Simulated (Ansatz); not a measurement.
Consider Cs2IrCl6 (started from the K2PtCl6 type) (Fm-3m).

The structure was built from a prototype and need not be the compound's stable phase.

```xyz
9
Lattice="4.8962 0.0000 4.8962 4.8962 4.8962 0.0000 0.0000 4.8962 4.8962" Properties=species:S:1:pos:R:3 pbc="T T T"
Cs    2.4481    2.4481    2.4481
Cs    7.3443    7.3443    7.3443
Ir    0.0000    0.0000    0.0000
Cl    2.3071    4.8962    4.8962
Cl    7.4852    4.8962    4.8962
Cl    4.8962    4.8962    2.3071
Cl    4.8962    4.8962    7.4852
Cl    4.8962    2.3071    4.8962
Cl    4.8962    7.4852    4.8962
```

The structure was relaxed with LDA. The structure type comes from a generator and need not be one that this composition takes. The structure was generated from a model, not taken from a measurement. The runs that relaxed it are not among those shown. The program's search for lower electronic states was switched off, so nothing shows that the state found is the lowest. Spin-orbit coupling is left out unless a run names it. PAW set soft_2, made with PBE.

A constrained-RPA run (Ansatz 0.2.0; non-magnetic LDA; Ir t2g, bands v3 to v1, 2×2×2 mesh, medium accuracy) builds 3 functions on bands 0.68 eV wide, with 5.0 electrons in the window. The bare on-site interaction is 9.1 eV and the bare J 0.25 eV.

Question: What U and J survive the screening?

On the Ir t2g shell, U = 2.79 eV (31 % of the bare value), U′ = 2.30 eV, J = 0.17 eV.

The parent state is non-magnetic and the interaction static (zero frequency); U depends on the window and the orbitals, so it belongs to this model alone. Spin-orbit coupling, which is strong for atoms this heavy, is left out. Coarse meshes can leave U off its limit, most where the target bands are metallic.

[Paths, hosts, dates, memory and timing lines, banners, echoed tables and standing remarks are left out of the program output.]

[Logs are printed without paths, hosts, clocks, repeated set-up lines and the standing remarks that a program may print on its own settings, such as how far it seeks lower states.]

[Runs of the session that timed out or met a known fault of the program may be left out.]

[Hosts, paths, dates, database ids (printed as entryN), source tags and the programs' standing remarks are cut or masked in the printed files.]
